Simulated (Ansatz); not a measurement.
# What Sn2Ge (model cell, started as cuprite) distorts into

Wanted: the energy along a soft mode of Sn2Ge (model cell, started as cuprite) and the structure at the end.

Program: Ansatz 0.2.0. Level of theory: DFT LDA, scalar-relativistic, plane waves, PAW. Values are calculated unless marked as measured.

Report form: inputs, costs, results and the conclusion, without the logs.

The structure was built from a prototype and need not be the compound's stable phase.

### Step 1. Starting point

It takes space group Pn-3m (No. 224, cubic). The conventional cell has a = 5.876 Å, b = 5.876 Å, c = 5.876 Å, α = 90.00°, β = 90.00°, γ = 90.00°. Ge has 4 Sn at 2.54 Å nearest. Sn has 2 Ge at 2.54 Å nearest. Farther neighbours, and contacts between anions beyond the nearest, are not listed.

Structure file:

```cif
data_structure
_symmetry_space_group_name_H-M 'Pn-3m:1'
_symmetry_Int_Tables_number 224
_cell_length_a 5.8755
_cell_length_b 5.8755
_cell_length_c 5.8755
_cell_angle_alpha 90.000
_cell_angle_beta 90.000
_cell_angle_gamma 90.000
_cell_volume 202.83
loop_
_atom_site_label
_atom_site_type_symbol
_atom_site_symmetry_multiplicity
_atom_site_Wyckoff_symbol
_atom_site_fract_x
_atom_site_fract_y
_atom_site_fract_z
_atom_site_occupancy
Ge1 Ge 2 a 0.00000 0.00000 0.00000 1
Sn1 Sn 4 b 0.25000 0.25000 0.25000 1
```

### Step 2. Phonons on a q mesh

Stability and thermal properties need the whole zone. Linear response on a 2×2×2 q mesh gives force constants as far as a supercell of that size would.

The input, input.yaml:

```yaml
crystal:
  lattice:
    - [5.87551948, 0.0, 0.0]
    - [0.0, 5.87551948, 0.0]
    - [0.0, 0.0, 5.87551948]
  atoms:
    - { symbol: Ge, position: [0.0, 0.0, 0.0] }
    - { symbol: Ge, position: [0.5, 0.5, 0.5] }
    - { symbol: Sn, position: [0.25, 0.25, 0.25] }
    - { symbol: Sn, position: [0.75, 0.75, 0.25] }
    - { symbol: Sn, position: [0.75, 0.25, 0.75] }
    - { symbol: Sn, position: [0.25, 0.75, 0.75] }
kpoints:
  mp_grid: { grid: [6, 6, 6] }
hamiltonian:
  xc: lda
scf:
  occupations: { method: methfessel_paxton, width: 0.2 }
output:
  eigenvalues: true
phonons:
  method: dfpt
  qmesh: [2, 2, 2]
  temperatures: { t_max: 1000, t_step: 50 }
  qpath:
    path:
      - [[0.0, 0.0, 0.0], [0.0, 0.5, 0.0], [0.5, 0.5, 0.0], [0.0, 0.0, 0.0], [0.5, 0.5, 0.5], [0.0, 0.5, 0.0]]
      - [[0.5, 0.5, 0.5], [0.5, 0.5, 0.0]]
    npoints: 10
```

Command:

```console
> ansatz run input.yaml --threads 8 --pin off --max-ram 14336MiB --backend cpu --events-out ev --progress --plain --runs-dir out
```

It took 2.5 min on 8 threads of Arm Neoverse V2, shared host; peak memory 3.1 GiB; 19 min of CPU time.

Numbers from this step:

```
volume per atom                                         : 33.81 Å³
gap on the k-mesh                                       : 0 eV
sum-rule residual before enforcement                    : 4.18e-5 eV/Å²
lowest frequency on the path                            : -103.3 cm⁻¹
point group                                             : m-3m
highest frequency on path, mesh or solved points        : 256.2 cm⁻¹
highest optical mode at the zone centre (no LO-TO term) : 253.1 cm⁻¹
lowest optical zone-centre mode                         : -85.07 cm⁻¹
lowest mode on the q mesh (acoustic modes at Γ apart)   : -103.3 cm⁻¹
```

Frequencies (cm⁻¹) solved at each irreducible wavevector; negative means imaginary. Frequencies by wavevector, by row:

```tsv
q in reciprocal lattice units	star	mode 1	mode 2	mode 3	mode 4	mode 16	mode 17	mode 18
0 0 0	1	-85.1	-85.1	-85.1	-79.4	253.1	253.1	253.1
0 0 -0.5	3	-89.5	-89.5	-80.2	-80.2	230.1	256.2	256.2
0 -0.5 -0.5	3	-88.5	-88.5	-82.4	-82.4	226.3	250.8	250.8
-0.5 -0.5 -0.5	1	-103.3	-103.3	-103.3	-65.3	250.4	250.4	250.4
```

Interpolated from a 2×2×2 q mesh. The phonon branches at the labelled points (cm⁻¹):

```tsv
point	branch 1	branch 2	branch 3	branch 4	branch 15	branch 16	branch 17	branch 18
Γ	-85	-85	-85	-79	178	253	253	253
halfway	-88	-84	-81	-81	204	247	255	255
X	-90	-90	-80	-80	230	230	256	256
halfway	-88	-88	-84	-84	228	228	254	254
M	-88	-88	-82	-82	226	226	251	251
halfway	-86	-86	-85	-85	210	244	253	255
Γ	-85	-85	-85	-79	178	253	253	253
halfway	-93	-93	-78	-77	209	243	253	253
R	-103	-103	-103	-65	176	250	250	250
halfway	-97	-94	-83	-78	211	240	252	252
X	-90	-90	-80	-80	230	230	256	256
jump to R	-103	-103	-103	-65	176	250	250	250
halfway	-98	-98	-92	-72	202	244	251	251
M	-88	-88	-82	-82	226	226	251	251
```

Symmetry leaves 4 wavevectors to solve. The lowest mode among them, the acoustic zeros apart, lies at q = (-0.5, -0.5, -0.5) and is imaginary, 103.3i cm⁻¹, so the energy falls along it.

### Step 3. The mode frozen in, largest atomic shift 0 Å

The mode followed lies at q = (-0.5, -0.5, -0.5) with frequency 103.3i cm⁻¹ and is 3-fold degenerate, the softest among the wavevectors solved. At small amplitude the pattern taken leaves space group no. 166 by a symmetry search on the positions. The undistorted cell that holds it gives the zero of energy on the same k mesh.

System of this step: Sn2Ge (model cell, started as cuprite). The structure is cubic, space group Pn-3m (No. 224). The conventional cell has a = 5.876 Å, b = 5.876 Å, c = 5.876 Å, α = 90.00°, β = 90.00°, γ = 90.00°. Nearest to Ge lie 4 Sn at 2.54 Å. Nearest to Sn lie 2 Ge at 2.54 Å. Farther neighbours, and contacts between anions beyond the nearest, are not listed.

The input, input.yaml:

```yaml
crystal:
  lattice:
    - [5.87551948, 5.87551948, 0.0]
    - [5.87551948, 0.0, 5.87551948]
    - [5.87551948, 0.0, -5.87551948]
  atoms:
    - { symbol: Ge, position: [0.0, 0.0, 0.0] }
    - { symbol: Ge, position: [0.0, 0.5, 0.5] }
    - { symbol: Ge, position: [0.5, 0.25, 0.75] }
    - { symbol: Ge, position: [0.5, 0.75, 0.25] }
    - { symbol: Sn, position: [0.25, 0.125, 0.875] }
    - { symbol: Sn, position: [0.25, 0.625, 0.375] }
    - { symbol: Sn, position: [0.75, 0.125, 0.875] }
    - { symbol: Sn, position: [0.75, 0.625, 0.375] }
    - { symbol: Sn, position: [0.25, 0.625, 0.875] }
    - { symbol: Sn, position: [0.25, 0.125, 0.375] }
    - { symbol: Sn, position: [0.75, 0.125, 0.375] }
    - { symbol: Sn, position: [0.75, 0.625, 0.875] }
kpoints:
  mp_grid: { grid: [6, 6, 6] }
hamiltonian:
  xc: lda
scf:
  occupations: { method: methfessel_paxton, width: 0.2 }
output:
  forces: true
  stress: true
  eigenvalues: true
```

The job ended after 5.1 s (8 threads; peak memory 2 GiB).

This step gave:

```
pressure                         : 0.1840 GPa
energy from the undistorted cell : 0 meV/atom
```

The run ends at a pressure of 0.18 GPa.

### Step 4. The mode frozen in, largest atomic shift 0.6 Å

The atoms are moved along the unstable eigenvector, the largest shift by 0.6 Å, with the cell fixed.

The input, input.yaml:

```yaml
crystal:
  lattice:
    - [5.87551948, 5.87551948, 0.0]
    - [5.87551948, 0.0, 5.87551948]
    - [5.87551948, 0.0, -5.87551948]
  atoms:
    - { symbol: Ge, position: [-0.0410326947, 0.0205163474, -0.0205163474] }
    - { symbol: Ge, position: [0.0410326947, 0.4794836526, 0.5205163474] }
    - { symbol: Ge, position: [0.4589673053, 0.2705163474, 0.7294836526] }
    - { symbol: Ge, position: [0.5410326947, 0.7294836526, 0.2705163474] }
    - { symbol: Sn, position: [0.2818769244, 0.0791853244, 0.9208146756] }
    - { symbol: Sn, position: [0.2181230756, 0.6708146756, 0.3291853244] }
    - { symbol: Sn, position: [0.7221244977, 0.1389377512, 0.8610622488] }
    - { symbol: Sn, position: [0.7778755023, 0.6110622488, 0.3889377512] }
    - { symbol: Sn, position: [0.2818769244, 0.6389377512, 0.9208146756] }
    - { symbol: Sn, position: [0.2181230756, 0.1110622488, 0.3291853244] }
    - { symbol: Sn, position: [0.8416293511, 0.0791853244, 0.3610622488] }
    - { symbol: Sn, position: [0.6583706489, 0.6708146756, 0.8889377512] }
kpoints:
  mp_grid: { grid: [6, 6, 6] }
hamiltonian:
  xc: lda
scf:
  occupations: { method: methfessel_paxton, width: 0.2 }
output:
  forces: true
  stress: true
  eigenvalues: true
```

The job ended after 11 s (8 threads; peak memory 2.3 GiB).

This step gave:

```
pressure                         : -2.199 GPa
energy from the undistorted cell : -261.3 meV/atom
```

The energy, extrapolated to zero smearing, is -261.33 meV/atom against the undistorted cell.

The run ends at a pressure of -2.20 GPa, with forces up to 1.8 eV/Å.

### Step 5. Energy along the mode, all amplitudes (two of the runs are shown above)

An imaginary frequency means negative curvature, so the energy should fall and then rise again as anharmonic terms take over.

This step gave:

```
depth at the lowest point sampled  : 261.3 meV/atom
largest atomic shift at that point : 0.6 Å
```

Table of energy from the parent by largest atomic shift:

```tsv
largest atomic shift (Å)	energy from the parent (meV/atom)
0.000	0
0.040	-2.39
0.080	-9.58
0.140	-28.8
0.220	-67.4
0.320	-128
0.450	-206
0.600	-261
```

Displacement at unit largest shift by atom:

```tsv
atom	x (Å)	y (Å)	z (Å)	size
Ge1	-0.402	-0.402	0.402	0.696
Ge2	0.402	0.402	-0.402	0.696
Ge3	-0.402	-0.402	0.402	0.696
Ge4	0.402	0.402	-0.402	0.696
Sn5	0.312	0.312	-0.897	1.000
Sn6	-0.312	-0.312	0.897	1.000
Sn7	-0.273	-0.273	0.273	0.473
Sn8	0.273	0.273	-0.273	0.473
Sn9	0.897	0.312	-0.312	1.000
Sn10	-0.897	-0.312	0.312	1.000
Sn11	0.312	0.897	-0.312	1.000
Sn12	-0.312	-0.897	0.312	1.000
```

The energy still falls at the last step, so the rise lies beyond the steps tried.

### Step 6. Relaxation from the frozen mode

Starting from the lowest point found, all atoms and the cell are let go, so that strain and other modes of the same symmetry can join in.

Changes to input.yaml since step 4:

```diff
@@ -28 +28,6 @@
   eigenvalues: true
+relax:
+  adjacent_minimum: "off"
+  f_tol: 0.002
+  max_steps: 120
+  cell: { stress_tol: 0.03 }
```

It took 2.5 min on 8 threads; peak memory 2.5 GiB; 20 min of CPU time.

The steps of the relaxation:

```tsv
step	energy less that of the first step (eV)	largest force component (eV/Å)	pressure (GPa)	volume (Å³)
1	0.0000	1.0296	-2.20	405.67
2	-0.6276	1.3078	2.79	357.55
3	-1.5129	0.8712	0.28	362.34
4	-2.1073	0.9374	-0.04	357.11
5	-2.6071	0.4584	0.12	350.86
6	-2.5255	1.9374	1.03	348.11
7	-2.7964	0.3046	-0.13	351.80
8	-2.9129	0.0915	-0.02	350.48
9	-2.9379	0.0469	0.05	351.74
10	-2.9391	0.0032	0.01	352.33
11	-2.9391	0.0005	-0.01	352.43
12*	-2.9321	0.0001	-0.01	352.43
```

Relaxation steps marked * repeat the geometry before them on a plane-wave basis chosen anew for their cell, so energy and pressure can jump there. Relaxation step 6 was tried and not accepted.

Forces are held to the 12 operations that the program found; a distortion that breaks them can't arise in this run.

```tsv
conventional cell, symmetrised	before	after	change
a (Å)	8.309	7.993	-3.8 %
b (Å)	8.309	7.993	-3.8 %
c (Å)	20.353	19.111	-6.1 %
volume (Å³/atom)	33.81	29.37	-13.1 %
```

The atoms that moved most (Å, as changes of fractional coordinates times the final cell):

```tsv
atom	dx	dy	dz	length
Ge2	0.468	0.468	-0.468	0.810
Ge3	-0.468	-0.468	0.468	0.810
Ge4	-0.227	-0.227	0.227	0.393
Ge1	0.227	0.227	-0.227	0.393
Sn6	-0.227	-0.227	-0.068	0.329
Sn10	0.068	-0.227	0.227	0.329
Sn12	-0.227	0.068	0.227	0.329
Sn5	0.227	0.227	0.068	0.329
```

The relaxed structure:

```xyz
12
Lattice="5.5619 5.5619 0.0897 5.6516 0.0000 5.6516 5.5619 -0.0897 -5.5619" Properties=species:S:1:pos:R:3 pbc="T T T"
Ge    0.0004    0.0004   -0.0004
Ge    6.3009    0.6493   -0.6493
Ge    7.6710    2.0194   -2.0194
Ge    8.4097    2.7581    2.8935
Sn    7.3642    1.7126   -4.5803
Sn    6.6077    0.9561    1.9115
Sn    9.5852    3.9336   -3.9336
Sn    9.9486    4.2970    1.3546
Sn   10.2319    1.7126   -1.7126
Sn    3.7401    0.9561   -0.9561
Sn    7.3642    4.5803   -1.7126
Sn   12.1696    3.6503   -0.8664
```

This step gave:

- pressure: -0.007526 GPa
- volume per atom: 29.37 Å³

The distorted start has space group R-3m; the relaxation ends in R-3m.

### Step 7. Summary of results

| Quantity | Value |
| --- | --- |
| unstable mode of the parent | q = (-0.5, -0.5, -0.5), 103i cm⁻¹ |
| depth at the lowest point sampled | 261 meV/atom |
| largest atomic shift at that point | 0.6 Å |
| space group reached | R-3m |
| energy gained over the parent (first relaxation, on the mesh of the frozen mode) | 506 meV/atom |
| volume per atom, phase reached | 29.4 Å³ |

**Reading.** Along this mode the structure falls into R-3m, 506 meV/atom below the parent. At the parent's cell the well is 261.3 meV/atom deep on the steps tried, with its lowest point at a shift of 0.6 Å. That is the last step tried, so the steps alone don't bracket the bottom of the well. Relaxing atoms and cell changes the gain by +244.39 meV/atom against the lowest step (energies at zero smearing). The modes of the phase reached were not computed. Of the 6 patterns followed from this parent, this one ends 113 meV/atom above the lowest, Ibam. Each path keeps the symmetry of its pattern, so a lower phase may lie along a pattern not tried. With no gap, or one that is small against the smearing, the frequencies hang on the k mesh and the smearing, most of all near Kohn anomalies. The volume moved by more than a tenth on the k mesh of the start, so the energy gain is rough. Spin-orbit coupling is left out, which can matter for the heavy elements here. The starting cell was built on a prototype and not taken from a measurement, so the phase need not exist.

[Long decimals in the printed logs are rounded to 6 places.]

[Logs are printed without paths, hosts, clocks, repeated set-up lines and the standing remarks that a program may print on its own settings, such as how far it seeks lower states.]

[Hosts, paths, dates, database ids (printed as entryN), source tags and the programs' standing remarks are cut or masked in the printed files.]

[Where the starting crystal was built by hand or by swapping elements, it need not be the compound's stable phase.]
